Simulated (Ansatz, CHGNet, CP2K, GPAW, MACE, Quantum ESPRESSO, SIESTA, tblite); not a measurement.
**Other levels on random packing of Sn (61 atoms)**

Density of this cell: 7.11 g/cm³. The cell holds 61 atoms: 61 Sn. Cell: a = 11.914 Å, b = 11.914 Å, c = 11.914 Å, α = 90.0°, β = 90.0°, γ = 90.0°. 61 atoms (61 Sn) packed at random in a cube at 7.11 g/cm³ and pushed apart as soft spheres; a start for melting by ab initio MD, not an equilibrated structure. Then every atom was moved at random, 0.05 Å r.m.s. a Cartesian component.

Geometry: as built.

The reference, a calculation:

```
method                 : Kohn-Sham DFT, PBE, PAW, plane waves (Ansatz 0.2.0); cutoff 420 eV, Γ point, fermi-dirac smearing of 0.05 eV; PAW set soft_2
r.m.s. force component : 1.178 eV/Å
longest force          : 4.322 eV/Å
pressure               : 15 GPa
SCF cycles             : 10
time                   : 16 s on 8 threads of Arm Neoverse V2, shared host
CPU time               : 2 min
```

Runs, in no order:
A. MACE MP-0b3 medium potential: machine-learned interatomic potential MACE MP-0b3 medium, trained on PBE(+U) plane-wave data
B. SIESTA PBE, DZP, shift 0.005 Ry, mesh 300 Ry: Kohn-Sham DFT, PBE, PseudoDojo 0.4.1 norm-conserving pseudopotentials (converted to PSML), numerical atomic orbitals (DZP), diagonalisation
C. SIESTA PBE, SZP, shift 0.01 Ry, mesh 300 Ry: Kohn-Sham DFT, PBE, PseudoDojo 0.4.1 norm-conserving pseudopotentials (converted to PSML), numerical atomic orbitals (SZP), diagonalisation
D. CP2K PBE, DZVP-UZH, 244/50 Ry, diagonalisation: Kohn-Sham DFT, PBE, GTH-PBE pseudopotentials, Gaussian and plane waves, DZVP-MOLOPT (UZH set), diagonalisation
E. QE PBE+D3(BJ), sssp-1.3.0-efficiency, 45/360 Ry: Kohn-Sham DFT, PBE+D3(BJ), SSSP efficiency 1.3.0 pseudopotentials, plane waves

**Question.** Rank the runs by how far their forces lie from the reference's, least first.

E, D, B, A, C.

| run | Δ force, r.m.s. (meV/Å) | share of r.m.s. force (%) | CPU time |
| --- | --- | --- | --- |
| E. QE PBE+D3(BJ), sssp-1.3.0-efficiency, 45/360 Ry | 19.5 | 1.65 | 15 min |
| D. CP2K PBE, DZVP-UZH, 244/50 Ry, diagonalisation | 59.9 | 5.09 | 4.7 min |
| B. SIESTA PBE, DZP, shift 0.005 Ry, mesh 300 Ry | 163 | 13.8 | 8.9 min |
| A. MACE MP-0b3 medium potential | 236 | 20.0 | 6.1 s |
| C. SIESTA PBE, SZP, shift 0.01 Ry, mesh 300 Ry | 383 | 32.5 | 4.5 min |

Machine-learned potentials mimic data converged in k, so the reference's own k-point error enters their differences. The electronic-structure runs sample only Γ, in a cell whose shortest periodic width is 12 Å, which is coarse for a cell with partly filled levels.

[Logs are printed without paths, hosts, clocks, repeated set-up lines and the standing remarks that a program may print on its own settings, such as how far it seeks lower states.]

[Hosts, paths, dates, database ids (printed as entryN), source tags and the programs' standing remarks are cut or masked in the printed files.]
